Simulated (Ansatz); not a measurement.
# MoS2 (P6_3/mmc): the gap up the ladder of methods, part 2 of 2

Wanted: a ladder of band gaps for MoS2 (P6_3/mmc), from density functionals to G0W0.

Ansatz 0.2.0; density functionals, hybrids and G0W0, plane waves, PAW. Known limits of the many-body steps: finite bands, screening cutoff and k mesh; no spin-orbit coupling in G0W0.

So far. Step 6 (HSE06 on the 6×6×2 mesh): Over mesh and listed points the gap is 1.444 eV, from k = Γ to k = (0.167, 0.167, 0.000). The least direct gap found is 2.116 eV, at k = (0.333, 0.333, 0.000). HSE06 against PBE: 1.444 − 0.884 = +0.560 eV. The runs also differ in mesh (12×12×2 and 6×6×2), so how much of this comes from the functional alone is not known. Step 7 (PBE0 on the 6×6×2 mesh): Over mesh and listed points the gap is 2.111 eV, from k = Γ to k = (0.167, 0.167, 0.000).

The database entry behind the starting cell differs from later determinations by our own check (about 0.3 % long), so it need not match the best structure at ambient conditions.

In doubt: masses and optical values from hybrid runs of this build are listed as unsure (step 10), which bears on the screening that GW takes from such a start.

## (8) DDH-PBE0 on the 6×6×2 mesh

The input asks for a share of exact exchange of one over the crystal's ε∞, which the program works out first.

This step: DFT, dielectric-dependent PBE0 (fraction 1/eps_inf of PBE), plane waves, PAW.

The input, input.yaml:

```yaml
crystal:
  lattice:
    - [3.169, 0.0, 0.0]
    - [-1.5845, 2.7444345046, 0.0]
    - [0.0, 0.0, 12.324]
  atoms:
    - { symbol: Mo, position: [0.3333333333, 0.6666666667, 0.25] }
    - { symbol: Mo, position: [0.6666666667, 0.3333333333, 0.75] }
    - { symbol: S, position: [0.3333333333, 0.6666666667, 0.623] }
    - { symbol: S, position: [0.6666666667, 0.3333333333, 0.123] }
    - { symbol: S, position: [0.3333333333, 0.6666666667, 0.877] }
    - { symbol: S, position: [0.6666666667, 0.3333333333, 0.377] }
  host: atoms
kpoints:
  mp_grid: { grid: [6, 6, 2] }
  band_path:
    path:
      - [0.0, 0.0, 0.0]
      - [0.5, 0.0, 0.0]
      - [0.33333333, 0.33333333, 0.0]
      - [0.0, 0.0, 0.5]
      - [0.5, 0.0, 0.5]
      - [0.33333333, 0.33333333, 0.5]
      - [0.1666666667, 0.1666666667, 0.0]
    npoints: 1
hamiltonian:
  xc:
    exchange: pbe
    correlation: pbe
    exx: { coeff: inverse_dielectric }
scf:
  occupations: { method: fixed }
  n_extra_bands: 6
output:
  eigenvalues: true
```

Started as:

```
> ansatz run input.yaml --threads 3 --pin off --max-ram 64512MiB --backend cuda --events-out ev --progress --plain --runs-dir out --devices 1 --max-vram 24GiB  # rebuilt from the run's record
```

Numbers of over 12 decimals in the logs are rounded to 6 here.

Output:

```text
[...]
the fraction of exact exchange is that of a crystal of Mo2S4
GPUs: using 1 of 1 available (devices: 1).
[...]
a weight of exact exchange comes from the crystal, and the text's number only plans the run
Solving k-mesh 6×6×4 for the fraction of exact exchange
[...]
Fermi energy:    10.676508 eV
[...]
--- Band table (eV; the first three rows and the last of 14) ---
  k-point 0: bands = [... 22 lower, 8.4663, 9.4062, 9.4770, 10.6765, 13.2154, 13.2154, 13.2467, 13.2467, ... 2 higher]
  k-point 1: bands = [... 22 lower, 8.4417, 8.4417, 10.3920, 10.3920, 13.2211, 13.2211, 13.2211, 13.2211, ... 2 higher]
  k-point 2: bands = [... 22 lower, 8.5184, 9.4315, 9.4317, 9.8726, 12.5779, 12.9480, 12.9791, 13.1609, ... 2 higher]
  k-point 13: bands = [... 22 lower, 7.6488, 7.6488, 9.9680, 9.9680, 12.0804, 12.0804, 13.4368, 13.4368, ... 2 higher]
[key lines of the parts left out:]
Free energy (F): -13527.438398 eV
```

It took 28 s on 1 × NVIDIA H100 80GB HBM3 (shared by 3 runs) with 3 threads of AMD EPYC 7R13 (Zen 3), shared host; peak memory 1.8 GiB; 56 s of CPU time.

This step gave:

| Item | Value |
| --- | --- |
| gap | 1.268 eV |
| valence top at | Γ |
| conduction bottom at | k = (0.167, 0.167, 0.000) |
| least direct gap | 2.018 eV |
| exact-exchange fraction | 0.08073 |

Over mesh and listed points the gap is 1.268 eV, from k = Γ to k = (0.167, 0.167, 0.000). The least direct gap found is 2.018 eV, at k = (0.333, 0.333, 0.000). DDH-PBE0 against PBE0: 1.268 − 2.111 = −0.843 eV, with the same mesh, files and cutoff, and both edges at the same k points.

## (9) G0W0@PBE, 6×6×2 mesh, 848 empty bands, screening to 230 eV

G0W0 replaces the xc potential by a self-energy built once from the orbitals of the start. Levels are corrected in the window of bands that the input names, at points of the mesh.

This step: G0W0 on PBE, plane waves, PAW.

The input, input.yaml:

```yaml
crystal:
  lattice:
    - [3.169, 0.0, 0.0]
    - [-1.5845, 2.7444345046, 0.0]
    - [0.0, 0.0, 12.324]
  atoms:
    - { symbol: Mo, position: [0.3333333333, 0.6666666667, 0.25] }
    - { symbol: Mo, position: [0.6666666667, 0.3333333333, 0.75] }
    - { symbol: S, position: [0.3333333333, 0.6666666667, 0.623] }
    - { symbol: S, position: [0.6666666667, 0.3333333333, 0.123] }
    - { symbol: S, position: [0.3333333333, 0.6666666667, 0.877] }
    - { symbol: S, position: [0.6666666667, 0.3333333333, 0.377] }
kpoints:
  mp_grid: { grid: [6, 6, 2] }
hamiltonian:
  xc: pbe
scf:
  occupations: { method: fixed }
gw:
  n_empty_bands: 848
  ecut_chi: 230.0
  qp_bands: [v2, c2]
  qp_kpoints: band_edges
  screening: { model: contour_deformation }
```

Output:

```text
GPUs: using 1 of 1 available (devices: 1).
[...]
GPU FFT provider: cuFFT
GPU libraries: cuBLAS 13.8.2, cuFFT 12.4.0, cuSOLVER 12.3.4
Crystal: 6 atoms, lattice volume = 107.183 Å³
Basis set: ecut = 420 eV, 2081 PW (Γ)
Bands: 32, of which v1, the nominal top of the filled ones, is band 26 counted from 1 (25 counted from 0)
Symmetry: 24 space group operations
[...]
k-points: 14 of 72
[...]
1    28     12.9998   -13.7331    -4.5113   -18.4521  0.7379    13.2083    13.2075  root
[...]
13    25     10.2018   -19.2682     0.2951   -18.8105  0.7356    10.0388    10.0391  root
    13    26     10.2018   -19.2682     0.2951   -18.8105  0.7356    10.0388    10.0391  root
    13    27     11.9456   -16.1207    -4.1497   -20.5422  0.7283    12.2186    12.2174  root
    13    28     11.9456   -16.1207    -4.1497   -20.5422  0.7283    12.2186    12.2174  root
[key lines of the parts left out:]
SCF converged after 7 iterations
Free energy (F): -13525.540647 eV
Fermi energy:    10.896774 eV
```

The job ended after 39 s (1 × NVIDIA H100 80GB HBM3 (shared by 3 runs) with 3 threads; peak memory 3.2 GiB; 70 s of CPU time).

Numbers from this step:

- bands summed: 874
- RPA ε∞ on this mesh (eigenvalues): 6.224, 14.93, 14.93
- plane waves in the screening matrix: 835
- G0W0 gap over the corrected points: 1.264 eV
- k of the valence top: 0, 0, 0
- k of the conduction bottom: 0.1667, 0.1667, 0
- starting gap on the mesh: 0.8857 eV
- Z at the valence top: 0.7341
- Z at the conduction bottom: 0.7452
- least direct G0W0 gap over the corrected points: 2.081 eV

Over 12 of 14 irreducible mesh points the G0W0 gap is 1.264 eV, from k = Γ to k = (0.167, 0.167, 0.000). The PBE gap of this run on the mesh is 0.886 eV. The two states that bound the G0W0 gap lie that far apart at the start, so the correction of the gap is 1.264 − 0.886 = +0.378 eV.

## (10) G0W0@HSE06, 6×6×2 mesh, 848 empty bands, screening to 230 eV

This step: G0W0 on HSE06, plane waves, PAW.

Edit input.yaml of step 9 so:

```diff
@@ -15,3 +15,3 @@
 hamiltonian:
-  xc: pbe
+  xc: hse06
 scf:
```

Output:

```text
GPUs: using 1 of 1 available (devices: 1).
[...]
GPU FFT provider: cuFFT
GPU libraries: cuBLAS 13.8.2, cuFFT 12.4.0, cuSOLVER 12.3.4
Crystal: 6 atoms, lattice volume = 107.183 Å³
Basis set: ecut = 420 eV, 2081 PW (Γ)
Bands: 32, of which v1, the nominal top of the filled ones, is band 26 counted from 1 (25 counted from 0)
Symmetry: 24 space group operations
[...]
k-points: 14 of 72
[...]
1    27     13.3482   -13.5449    -4.4318   -17.9261  0.7649    13.2976    13.2976  root
     1    28     13.3482   -13.5449    -4.4318   -17.9261  0.7649    13.2976    13.2976  root
[...]
13    25      9.8266   -19.1029     0.2344   -18.8397  0.7636     9.7979     9.7979  root
    13    26      9.8266   -19.1029     0.2344   -18.8397  0.7636     9.7979     9.7979  root
    13    27     12.0384   -15.9811    -3.9751   -20.0458  0.7569    12.1281    12.1280  root
    13    28     12.0384   -15.9811    -3.9751   -20.0458  0.7569    12.1281    12.1280  root
[key lines of the parts left out:]
Free energy (F): -13531.565462 eV
Fermi energy:    10.522562 eV
```

The job ended after 2.2 min (1 × NVIDIA H100 80GB HBM3 (shared by 3 runs) with 3 threads; peak memory 3.4 GiB; 3 min of CPU time).

This step gave:

```
bands summed                                    : 874
RPA ε∞ on this mesh (eigenvalues)               : 5.125, 11.83, 11.83
plane waves in the screening matrix             : 835
G0W0 gap over the corrected points              : 1.480 eV
k of the valence top                            : 0, 0, 0
k of the conduction bottom                      : 0.1667, 0.1667, 0
starting gap on the mesh                        : 1.444 eV
Z at the valence top                            : 0.7624
Z at the conduction bottom                      : 0.7717
least direct G0W0 gap over the corrected points : 2.233 eV
```

Over 12 of 14 irreducible mesh points the G0W0 gap is 1.480 eV, from k = Γ to k = (0.167, 0.167, 0.000). The HSE06 gap of this run on the mesh is 1.444 eV. The two states that bound the G0W0 gap lie that far apart at the start, so the correction of the gap is 1.480 − 1.444 = +0.036 eV. G0W0@HSE06 against G0W0@PBE with 874 bands: 1.480 − 1.264 = +0.216 eV, with the same mesh, files and cutoffs, and both edges at the same k points.

## (11) G0W0@r2SCAN, 6×6×2 mesh, 848 empty bands, screening to 230 eV

This step: G0W0 on r2SCAN, plane waves, PAW.

Edit input.yaml of step 10 so:

```diff
@@ -15,3 +15,3 @@
 hamiltonian:
-  xc: hse06
+  xc: r2scan
 scf:
```

Output:

```text
GPUs: using 1 of 1 available (devices: 1).
[...]
GPU FFT provider: cuFFT
GPU libraries: cuBLAS 13.8.2, cuFFT 12.4.0, cuSOLVER 12.3.4
Crystal: 6 atoms, lattice volume = 107.183 Å³
Basis set: ecut = 500 eV, 2739 PW (Γ), exchange–correlation on 96×96×360 points (64 copies of the dense FFT grid, shifted against one another)
Bands: 32, of which v1, the nominal top of the filled ones, is band 26 counted from 1 (25 counted from 0)
[...]
1    28     13.0381   -13.7521    -4.4800   -18.4367  0.7457    13.2434    13.2427  root
[...]
13    25     10.0580   -19.3357     0.3091   -18.9005  0.7431     9.9317     9.9319  root
    13    26     10.0580   -19.3357     0.3091   -18.9005  0.7431     9.9317     9.9319  root
    13    27     11.9088   -16.2497    -4.0662   -20.5632  0.7349    12.1570    12.1561  root
    13    28     11.9088   -16.2497    -4.0662   -20.5632  0.7349    12.1570    12.1561  root
[key lines of the parts left out:]
SCF converged after 7 iterations
Free energy (F): -13564.281795 eV
Fermi energy:    10.793810 eV
```

Elapsed: 53 s, on 1 × NVIDIA H100 80GB HBM3 (shared by 3 runs) with 3 threads; peak memory 3.6 GiB.

Numbers from this step:

| Quantity | Value |
| --- | --- |
| bands summed | 874 |
| RPA ε∞ on this mesh (eigenvalues) | 5.768, 13.86, 13.86 |
| plane waves in the screening matrix | 835 |
| G0W0 gap over the corrected points | 1.334 eV |
| k of the valence top | 0, 0, 0 |
| k of the conduction bottom | 0.1667, 0.1667, 0 |
| starting gap on the mesh | 0.9903 eV |
| Z at the valence top | 0.7416 |
| Z at the conduction bottom | 0.7520 |
| least direct G0W0 gap over the corrected points | 2.128 eV |

Over 12 of 14 irreducible mesh points the G0W0 gap is 1.334 eV, from k = Γ to k = (0.167, 0.167, 0.000). The r2SCAN gap of this run on the mesh is 0.990 eV. The two states that bound the G0W0 gap lie that far apart at the start, so the correction of the gap is 1.334 − 0.990 = +0.344 eV. G0W0@r2SCAN against G0W0@HSE06 with 874 bands: 1.334 − 1.480 = −0.146 eV. The runs also differ in plane-wave cutoff (420 eV and 500 eV), so how much of this comes from the start alone is not known.

## (12) The ladder

Each gap is the least one over the points named; times are wall times on shared hosts, not benchmarks. A G0W0 time includes the run's own self-consistent start. Runs with listed points see these and the mesh alone, so an edge that moves elsewhere is missed. Rows marked * are further runs, not shown as steps, whose inputs differ from the G0W0 step on the same start in the columns given; solver thresholds can differ too.

```
      level     mesh       files, cutoff  bands summed, screening                            points  gap (eV)  valence top      conduction bottom  least direct gap (eV)     time
        LDA  12×12×2  soft_2 PAW, 420 eV                        -            mesh and listed points     0.811            Γ  (0.167, 0.167, 0.000)                  1.649      6 s
        PBE  12×12×2  soft_2 PAW, 420 eV                        -                     mesh and path     0.884            Γ  (0.167, 0.167, 0.000)                  1.654    4.1 s
    PBE+SOC  12×12×2  soft_2 PAW, 420 eV                        -            mesh and listed points     0.879            Γ  (0.167, 0.167, 0.000)                  1.621    6.5 s
     r2SCAN  12×12×2  soft_2 PAW, 500 eV                        -            mesh and listed points     0.989            Γ  (0.167, 0.167, 0.000)                  1.763    8.1 s
      HSE06    6×6×2  soft_2 PAW, 420 eV                        -            mesh and listed points     1.444            Γ  (0.167, 0.167, 0.000)                  2.116     31 s
       PBE0    6×6×2  soft_2 PAW, 420 eV                        -            mesh and listed points     2.111            Γ  (0.167, 0.167, 0.000)                  2.777     19 s
   DDH-PBE0    6×6×2  soft_2 PAW, 420 eV                        -            mesh and listed points     1.268            Γ  (0.167, 0.167, 0.000)                  2.018     28 s
  G0W0@PBE*    6×6×2  soft_2 PAW, 420 eV               165, 69 eV  12 of 14 irreducible mesh points     1.166            Γ  (0.167, 0.167, 0.000)                  2.084     21 s
  G0W0@PBE*    6×6×2  soft_2 PAW, 420 eV              420, 138 eV  12 of 14 irreducible mesh points     1.235            Γ  (0.167, 0.167, 0.000)                  2.086     16 s
   G0W0@PBE    6×6×2  soft_2 PAW, 420 eV              874, 230 eV  12 of 14 irreducible mesh points     1.264            Γ  (0.167, 0.167, 0.000)                  2.081     39 s
 G0W0@HSE06    6×6×2  soft_2 PAW, 420 eV              874, 230 eV  12 of 14 irreducible mesh points     1.480            Γ  (0.167, 0.167, 0.000)                  2.233  2.2 min
G0W0@r2SCAN    6×6×2  soft_2 PAW, 500 eV              874, 230 eV  12 of 14 irreducible mesh points     1.334            Γ  (0.167, 0.167, 0.000)                  2.128     53 s
```

## (13) Outcome

| Property | Result |
| --- | --- |
| LDA, over mesh and listed points | 0.811 eV |
| PBE, over mesh and path | 0.884 eV |
| PBE+SOC, over mesh and listed points | 0.879 eV |
| r2SCAN, over mesh and listed points | 0.989 eV |
| HSE06, over mesh and listed points | 1.444 eV |
| PBE0, over mesh and listed points | 2.111 eV |
| DDH-PBE0, over mesh and listed points | 1.268 eV |
| G0W0@PBE (874 bands, 6×6×2), over 12 of 14 irreducible mesh points | 1.264 eV |
| G0W0@HSE06, over 12 of 14 irreducible mesh points | 1.480 eV |
| G0W0@r2SCAN, over 12 of 14 irreducible mesh points | 1.334 eV |
| known limits | finite bands, screening cutoff and k mesh; no spin-orbit coupling in G0W0 |

In words: The rows run from 0.811 eV (LDA) to 2.111 eV (PBE0). They differ in mesh, plane-wave cutoff, bands and screening cutoff of G0W0 and the points over which the gap was sought as well as in level, so only pairs that share these are like for like. PBE against LDA: 0.884 − 0.811 = +0.073 eV, with the same mesh, files and cutoff, and both edges at the same k points. PBE+SOC against PBE: 0.879 − 0.884 = −0.005 eV, with the same mesh, set of files (read in its fully relativistic form for the spin-orbit run) and cutoff, and both edges at the same k points. The spin-orbit run sees mesh and listed points alone, so its gap is an upper bound: the coupling can move an edge off these points, and the change over the zone, its sign included where it is small, is not known. PBE0 against HSE06: 2.111 − 1.444 = +0.667 eV, with the same mesh, files and cutoff, and both edges at the same k points. DDH-PBE0 against PBE0: 1.268 − 2.111 = −0.843 eV, with the same mesh, files and cutoff, and both edges at the same k points. G0W0@HSE06 against G0W0@PBE with 874 bands: 1.480 − 1.264 = +0.216 eV, with the same mesh, files and cutoffs, and both edges at the same k points. The dielectric-dependent hybrid took 0.081 of exact exchange, against 0.25 in PBE0. G0W0@PBE (874 bands, 6×6×2) moves the gap of its own start on the mesh by 1.264 − 0.886 = +0.378 eV, between the same two levels. Both edges that PBE shows over mesh and path lie at k points where levels were corrected. Levels at other points were not corrected, so a lower G0W0 gap elsewhere in the zone is not ruled out. G0W0@HSE06 moves the gap of its own start on the mesh by 1.480 − 1.444 = +0.036 eV, between the same two levels. Both edges that HSE06 shows over mesh and listed points lie at k points where levels were corrected. Levels at other points were not corrected, so a lower G0W0 gap elsewhere in the zone is not ruled out. G0W0@r2SCAN moves the gap of its own start on the mesh by 1.334 − 0.990 = +0.344 eV, between the same two levels. Both edges that r2SCAN shows over mesh and listed points lie at k points where levels were corrected. Levels at other points were not corrected, so a lower G0W0 gap elsewhere in the zone is not ruled out. What spin-orbit coupling does to the G0W0 levels was not computed, so no sum with the G0W0 gap is formed. For G0W0@PBE: from 165 bands and 69 eV to 874 bands and 230 eV the gap moves by 1.264 − 1.166 = +0.098 eV (rung by rung 1.166, 1.235, 1.264 eV); bands and screening cutoff rise together, so their parts are not told apart. A line in one over the bands through the two highest rungs gives 1.264 + (1.264 − 1.235) × 420 / (874 − 420) = 1.291 eV, and through the pair below 1.235 + (1.235 − 1.166) × 165 / (420 − 165) = 1.280 eV. The two agree within 0.03 eV and the same two states bound the gap in each rung, so 1.291 eV is taken as an estimate of the limit on this mesh. The other G0W0 rows are shown at one basis each (874 bands), so their distance from the limit is not known here. The G0W0 runs are scalar-relativistic. No pair of G0W0 runs that differ in the mesh alone is shown (6×6×2 is a supercell whose nearest images lie 19 Å apart), so the error from the mesh is not known here. G0W0@PBE runs of this series with other atomic data on the same mesh, not shown as steps, give 1.275 eV (hard PAW, 510 eV, 1284 bands, screening to 299 eV); where bands and cutoffs differ too, the part of the files is not isolated.

[Paths, hosts, dates, memory and timing lines, banners, echoed tables and standing remarks are left out of the program output.]

[Logs are printed without paths, hosts, clocks, repeated set-up lines and the standing remarks that a program may print on its own settings, such as how far it seeks lower states.]

[Runs of the session that timed out or met a known fault of the program may be left out.]

[Cells called generated may have been cut or substituted from an entry of the Crystallography Open Database or the Materials Project.]

[Hosts, paths, dates, database ids (printed as entryN), source tags and the programs' standing remarks are cut or masked in the printed files.]

[Where an RPA ε∞ is given, it is that of the G0W0 mesh and is not shown converged in it. Names of k-points follow the symmetry that the program found, which can be lower than the space group named. Band edges on a path are those of the sampled points; other points can move an edge, and change direct to indirect where valleys lie close.]

[Hybrid gaps are those of their k-mesh and are not shown converged in it.]
